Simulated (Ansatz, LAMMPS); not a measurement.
## Amorphous Zn13Cd21Se12S22 (68 atoms) under strain

How stiff is amorphous Zn13Cd21Se12S22 (68 atoms), and how do its levels respond to strain?

Calculated with Ansatz 0.2.0; Kohn-Sham DFT, RPBE, PAW (set soft_1), plane waves; PAW set soft_1.

## 1. The system as given

The cell holds 68 atoms: 13 Zn, 21 Cd, 12 Se and 22 S. Its edges and angles: a = 11.980 Å, b = 11.980 Å, c = 11.980 Å, α = 90.0°, β = 90.0°, γ = 90.0°. 68 atoms (13 Zn, 21 Cd, 12 Se, 22 S) placed at random at 4.7 g/cm³, melted at 2500 K for 10 ps at fixed volume with the Stillinger-Weber II-VI potential (Zhou et al., Phys. Rev. B 88, 085309 (2013)). Quenched from 2500 K to 300 K at 100 K/ps and fixed volume, annealed at 700 K for 50 ps, held 5 ps.

Limits known from the start: The quench rate of 100 K/ps is many orders above laboratory rates, so the cell is likely richer in defects and strain than a real sample. The network of bonds at the start is that of the classical potential that made the cell, and needn't be the one that DFT or experiment would give. Sampling is at Γ alone.

## 2. Single point at the start

The forces at the start show how far the geometry lies from a minimum of this functional.

input.yaml reads:

```yaml
crystal:
  lattice:
    - [11.9802, 0.0, 0.0]
    - [0.0, 11.9802, 0.0]
    - [0.0, 0.0, 11.9802]
  atoms:
    - { symbol: Zn, position: [0.40274, 0.35269, 0.2741] }
    - { symbol: Zn, position: [0.33122, 0.18122, 0.12134] }
    - { symbol: Zn, position: [0.1342, 0.32218, 0.02303] }
    - { symbol: Zn, position: [0.68465, 0.7442, 0.95221] }
    - { symbol: Zn, position: [0.72461, 0.15052, 0.88409] }
    - { symbol: Zn, position: [0.74585, 0.46263, 0.7826] }
    - { symbol: Zn, position: [0.08355, 0.81537, 0.32174] }
    - { symbol: Zn, position: [0.17187, 0.98063, 0.08062] }
    - { symbol: Zn, position: [0.56007, 0.67073, 0.25317] }
    - { symbol: Zn, position: [0.17531, 0.57575, 0.7956] }
    - { symbol: Zn, position: [0.70697, 0.2172, 0.31153] }
    - { symbol: Zn, position: [0.95146, 0.94659, 0.83316] }
    - { symbol: Zn, position: [0.93819, 0.38968, 0.89344] }
    - { symbol: Cd, position: [0.43693, 0.78221, 0.81699] }
    - { symbol: Cd, position: [0.51191, 0.65637, 0.6006] }
    - { symbol: Cd, position: [0.92355, 0.17414, 0.61269] }
    - { symbol: Cd, position: [0.22496, 0.90964, 0.60425] }
    - { symbol: Cd, position: [0.52814, 0.95567, 0.13174] }
    - { symbol: Cd, position: [0.9997, 0.70203, 0.03253] }
    - { symbol: Cd, position: [0.85506, 0.65593, 0.72025] }
    - { symbol: Cd, position: [0.01477, 0.45467, 0.25397] }
    - { symbol: Cd, position: [0.08022, 0.16933, 0.34622] }
    - { symbol: Cd, position: [0.31805, 0.61267, 0.46757] }
    - { symbol: Cd, position: [0.66487, 0.94983, 0.66251] }
    - { symbol: Cd, position: [0.56664, 0.2901, 0.60305] }
    - { symbol: Cd, position: [0.21298, 0.30891, 0.64624] }
    - { symbol: Cd, position: [0.44028, 0.42192, 0.92206] }
    - { symbol: Cd, position: [0.43276, 0.04674, 0.42821] }
    - { symbol: Cd, position: [0.86839, 0.97279, 0.13469] }
    - { symbol: Cd, position: [0.82404, 0.49089, 0.45769] }
    - { symbol: Cd, position: [0.28781, 0.63083, 0.11464] }
    - { symbol: Cd, position: [0.73554, 0.90365, 0.43868] }
    - { symbol: Cd, position: [0.40037, 0.11489, 0.8436] }
    - { symbol: Cd, position: [0.72605, 0.4143, 0.12167] }
    - { symbol: Se, position: [0.22478, 0.13111, 0.50998] }
    - { symbol: Se, position: [0.64478, 0.5311, 0.93956] }
    - { symbol: Se, position: [0.54515, 0.79684, 0.41942] }
    - { symbol: Se, position: [0.34844, 0.99385, 0.2288] }
    - { symbol: Se, position: [0.75275, 0.57604, 0.26527] }
    - { symbol: Se, position: [0.26379, 0.81596, 0.41806] }
    - { symbol: Se, position: [0.81779, 0.77019, 0.10336] }
    - { symbol: Se, position: [0.44283, 0.96356, 0.6888] }
    - { symbol: Se, position: [0.87552, 0.27032, 0.41665] }
    - { symbol: Se, position: [0.72301, 0.14951, 0.68603] }
    - { symbol: Se, position: [0.97359, 0.63264, 0.54408] }
    - { symbol: Se, position: [0.0062, 0.97106, 0.63181] }
    - { symbol: S, position: [0.55689, 0.10021, 0.98133] }
    - { symbol: S, position: [0.0406, 0.25633, 0.79376] }
    - { symbol: S, position: [0.52871, 0.23896, 0.39768] }
    - { symbol: S, position: [0.04166, 0.98859, 0.23646] }
    - { symbol: S, position: [0.19375, 0.29971, 0.22186] }
    - { symbol: S, position: [0.40578, 0.30084, 0.75072] }
    - { symbol: S, position: [0.50744, 0.74985, 0.0667] }
    - { symbol: S, position: [0.17032, 0.52497, 0.60197] }
    - { symbol: S, position: [0.65665, 0.48276, 0.59496] }
    - { symbol: S, position: [0.69753, 0.02387, 0.2572] }
    - { symbol: S, position: [0.40674, 0.55117, 0.28287] }
    - { symbol: S, position: [0.91938, 0.32917, 0.07723] }
    - { symbol: S, position: [0.99086, 0.5774, 0.85902] }
    - { symbol: S, position: [0.24608, 0.48404, 0.96703] }
    - { symbol: S, position: [0.20524, 0.13614, 0.94543] }
    - { symbol: S, position: [0.24006, 0.77067, 0.77247] }
    - { symbol: S, position: [0.51193, 0.30568, 0.10234] }
    - { symbol: S, position: [0.09539, 0.65633, 0.20412] }
    - { symbol: S, position: [0.09561, 0.86583, 0.93283] }
    - { symbol: S, position: [0.78794, 0.83831, 0.79956] }
    - { symbol: S, position: [0.90598, 0.09645, 0.9574] }
    - { symbol: S, position: [0.94525, 0.8332, 0.47885] }
kpoints:
  mp_grid: { grid: [1, 1, 1] }
hamiltonian:
  xc: rpbe
  pseudopotentials: { kind: paw, azcp: { folder: soft_1 } }
scf:
  occupations: { method: gaussian, width: 0.05 }
output:
  forces: true
```

Command:

```bash
$ ansatz run input.yaml --threads 4 --pin off --max-ram 8192MiB --backend cpu --events-out ev --progress --plain --runs-dir out
```

Log:

```text
Engine: ansatz 0.2.0, aarch64-unknown-linux-gnu
Pseudopotentials: kind: paw
Pseudopotential: Zn, paw, valence charge 12, recommended cutoff 420 eV (normal), soft_1/Zn.paw.azcp
Pseudopotential: Cd, paw, valence charge 20, recommended cutoff 420 eV (normal), soft_1/Cd.paw.azcp
Pseudopotential: Se, paw, valence charge 16, recommended cutoff 420 eV (normal), soft_1/Se.paw.azcp
Pseudopotential: S, paw, valence charge 6, recommended cutoff 420 eV (normal), soft_1/S.paw.azcp
[... 5 lines on functional and potentials left out ...]
Crystal: 68 atoms, lattice volume = 1719.461 Å³
Basis set: ecut = 420 eV, 33401 PW (Γ), exchange–correlation on 162×162×162 points (8 copies of the dense FFT grid, shifted against one another)
Bands: 518, of which v1, the nominal top of the filled ones, is band 450 counted from 1 (449 counted from 0)
Symmetry: 1 space group operations
Space group: P1 (ITA 1), of the structure as read, at distance tolerance 1.2e-4 Å
k-points: 1
[... 13 lines on functional and potentials left out ...]
Initial density: superposition of atomic densities (chi_scale 0.1, normalization cell, long waves kept (reshape's long-wave potential 0.56 eV rms))
Initial wavefunctions: pseudopotential atomic-orbital guess
Functional: x = rpbe, c = pbe(β = 0.066725)
SCF iter   1: F=—  HF=-302405.588354 eV  |F-HF|=—  |Δ(HF+E_count)|=         —  Δρ=5.16e-2  dr2=1.46e2  ethr=3.10e-3  ⟨swp⟩=6.0  Hψ=2048  notcnv=0  defer=16
preconditioner: auto → LDOS  [insulator: Δε(μ)=0.151 eV  Ē_g=10.610 eV  σ=0.050 eV  W_gap=0.97  n_scr=436 (ndim 8)  ℏωp=22.2 eV  f_vac=0.086  D(μ)=4.60/eV (n_scr^D=6)  ε∞_Penn≈5.4  β→1.0]
SCF iter   2: F=—  HF=-302421.741907 eV  |F-HF|=—  |Δ(HF+E_count)|=    1.62e1  Δρ=6.56e-2  dr2=2.41e2  ethr=3.10e-3  ⟨swp⟩=5.0  Hψ=1160  notcnv=0  defer=58
SCF iter   3: F=—  HF=-302388.095528 eV  |F-HF|=—  |Δ(HF+E_count)|=    3.36e1  Δρ=1.84e-2  dr2=2.52e1  ethr=3.10e-3  ⟨swp⟩=3.0  Hψ=1007  notcnv=0  defer=59
SCF iter   4: F=—  HF=-302383.730873 eV  |F-HF|=—  |Δ(HF+E_count)|=    4.36e0  Δρ=8.22e-3  dr2=3.55e0  ethr=2.80e-3  ⟨swp⟩=3.0  Hψ=660  notcnv=0  defer=59
SCF iter   5: F=—  HF=-302383.444549 eV  |F-HF|=—  |Δ(HF+E_count)|=   2.86e-1  Δρ=4.71e-3  dr2=9.51e-1  ethr=3.94e-4  ⟨swp⟩=3.0  Hψ=546  notcnv=0  defer=59
SCF iter   6: F=—  HF=-302383.391274 eV  |F-HF|=—  |Δ(HF+E_count)|=   5.33e-2  Δρ=3.14e-3  dr2=7.05e-1  ethr=1.06e-4  ⟨swp⟩=2.0  Hψ=619  notcnv=0  defer=59
SCF iter   7: F=—  HF=-302383.364389 eV  |F-HF|=—  |Δ(HF+E_count)|=   2.69e-2  Δρ=1.11e-3  dr2=9.27e-2  ethr=7.84e-5  ⟨swp⟩=2.0  Hψ=478  notcnv=0  defer=59
SCF iter   8: F=—  HF=-302383.361227 eV  |F-HF|=—  |Δ(HF+E_count)|=   3.16e-3  Δρ=6.72e-4  dr2=1.63e-2  ethr=1.03e-5  ⟨swp⟩=2.0  Hψ=609  notcnv=0  defer=59
SCF iter   9: F=—  HF=-302383.360420 eV  |F-HF|=—  |Δ(HF+E_count)|=   8.07e-4  Δρ=4.46e-4  dr2=7.88e-3  ethr=1.81e-6  ⟨swp⟩=2.0  Hψ=626  notcnv=0  defer=59
SCF iter  10: F=—  HF=-302383.359827 eV  |F-HF|=—  |Δ(HF+E_count)|=   5.94e-4  Δρ=2.73e-4  dr2=3.46e-3  ethr=8.75e-7  ⟨swp⟩=2.0  Hψ=621  notcnv=0  defer=59
[...]
SCF iter  14: F=—  HF=-302383.359568 eV  |F-HF|=—  |Δ(HF+E_count)|=   3.69e-5  Δρ=6.52e-5  dr2=1.37e-4  ethr=4.44e-8  ⟨swp⟩=2.0  Hψ=621  notcnv=0  defer=59
SCF iter  15: F=—  HF=-302383.359446 eV  |F-HF|=—  |Δ(HF+E_count)|=   1.21e-4  Δρ=4.02e-5  dr2=5.04e-5  ethr=1.52e-8  ⟨swp⟩=2.0  Hψ=766  notcnv=0  defer=59
SCF iter  16: F=—  HF=-302383.363072 eV  |F-HF|=—  |Δ(HF+E_count)|=   3.63e-3  Δρ=2.48e-5  dr2=1.94e-5  ethr=5.60e-9  ⟨swp⟩=2.0  Hψ=765  notcnv=0  defer=59
SCF iter  17: F=—  HF=-302383.363070 eV  |F-HF|=—  |Δ(HF+E_count)|=   1.06e-6  Δρ=1.62e-5  dr2=8.60e-6  ethr=2.15e-9  ⟨swp⟩=2.0  Hψ=765  notcnv=0  defer=59
SCF iter  18: F=—  HF=-302383.363070 eV  |F-HF|=—  |Δ(HF+E_count)|=   3.38e-7  Δρ=1.05e-5  dr2=4.36e-6  ethr=9.56e-10  ⟨swp⟩=2.0  Hψ=622  notcnv=0  defer=59
SCF iter  19: F=—  HF=-302383.363070 eV  |F-HF|=—  |Δ(HF+E_count)|=   4.40e-7  Δρ=7.36e-6  dr2=2.55e-6  ethr=4.85e-10  ⟨swp⟩=2.0  Hψ=621  notcnv=0  defer=59
SCF iter  20: F=—  HF=-302383.363070 eV  |F-HF|=—  |Δ(HF+E_count)|=   1.39e-7  Δρ=4.64e-6  dr2=9.44e-7  ethr=2.83e-10  ⟨swp⟩=2.0  Hψ=627  notcnv=0  defer=59
SCF iter  21: F=—  HF=-302383.363070 eV  |F-HF|=—  |Δ(HF+E_count)|=   3.71e-8  Δρ=3.63e-6  dr2=4.18e-7  ethr=1.05e-10  ⟨swp⟩=2.0  Hψ=732  notcnv=0  defer=59
SCF iter  22: F=—  HF=-302383.363069 eV  |F-HF|=—  |Δ(HF+E_count)|=   6.06e-8  Δρ=1.75e-6  dr2=1.09e-7  ethr=4.65e-11  ⟨swp⟩=2.0  Hψ=627  notcnv=0  defer=59
SCF iter  23: F=-302383.363069 eV  HF=-302383.363069 eV  |F-HF|=4.31e-8  |Δ(HF+E_count)|=   6.17e-9  Δρ=1.28e-6  dr2=6.43e-8  ethr=1.11e-11  ⟨swp⟩=4.0  Hψ=1294  notcnv=0
SCF 1 converged in 23 iterations: F = -302383.363069 eV  dr2 = 6.43e-8
  greatest PAW one-centre occupation: 1.000 electrons in one spin orbital (limit 2), on the Cd atom at site 14 (counted from 0), in its partial waves of l = 0
SCF converged after 23 iterations
Free energy (F): -302383.363069 eV
Harris-Foulkes:  -302383.363069 eV  (|F-HF|=4.31e-8)
Internal energy: -302383.321831 eV  (E = F + TS)
E sigma→0 (E₀):  -302383.342450 eV
Entropy (-TS):   -0.041238 eV (-0.606 meV/atom)
Fermi energy:    7.190103 eV
--- Per-component energies (eV) ---
  E_band       = -15712.803012
  E_kinetic    = 14759.404397
  E_local      = -154935.615199  (includes V_loc(G=0)·N_el)
  E_nonlocal   = 9661.212494
  E_hartree    = 71015.915424
  E_xc         = -7270.484262
  E_vxc        = -7639.875600  (∫ρ·V_xc dr)
  E_paw        = -150088.215509  (= ΣΔE_a)
  E_vpaw       = -19589.758634  (= ΣTr[D̂ρ^β])
  E_aug_tail   = -0.000202  (compensation charges beyond the density's cutoff)
  E_ewald      = -85518.121687
  E_core_change = -7.417288  (= ΣΔE_core)
  E_smearing   = -0.041238  (= −TS)
  E_closure    = -0.000000  (closes the sum)
  Σ components = -302383.363069   (vs F -302383.363069, Δ=0.00e0)
--- Forces (eV/Å), atoms counted from 1 ---
  atom   1  Zn     0.57388294     0.12257137    -0.53534375
  atom   2  Zn     0.19438302    -0.53237042    -0.32890988
  atom   3  Zn     0.24906481    -0.67407103    -0.09781655
  atom   4  Zn     0.08309180     0.10967793     0.28480099
  atom   5  Zn     0.32960887    -0.98026239     1.34060440
  atom   6  Zn    -0.46922549    -0.46941308    -0.59610432
  atom   7  Zn    -0.01485275     0.19751171     0.39504667
  atom   8  Zn    -0.36368788     0.49570164    -0.28507462
  atom   9  Zn     0.52242575    -0.07486569    -0.07044512
  atom  10  Zn     0.20943695     0.37043989    -0.40488461
  atom  11  Zn    -0.43335518    -0.86542780     0.16838274
  atom  12  Zn    -0.09588923     0.62420923     0.39025251
  atom  13  Zn     0.31070104    -0.15613875    -0.45815716
  atom  14  Cd     0.58908892    -0.45465483     0.22784640
[...]
atom  67  S     -1.28072408    -0.45418382    -0.43952583
  atom  68  S     -0.98864694    -0.86257803     0.07096002
  max |Σ_I F_I| component: 5.27e-5 eV/Å
```

Wall time 54 s (4 threads of Arm Neoverse V1, shared host); peak memory 2.6 GiB.

The column dr2 measures how far the density is from self-consistency, as an energy; F and HF (Harris–Foulkes) agree once it is small.

The r.m.s. force at the start is 0.54 eV/Å.

[end of part 1 of 3]

[Long decimals in the printed logs are rounded to 6 places.]

[Logs are printed without paths, hosts, clocks, repeated set-up lines and the standing remarks that a program may print on its own settings, such as how far it seeks lower states.]

[Hosts, paths, dates, database ids (printed as entryN), source tags and the programs' standing remarks are cut or masked in the printed files.]
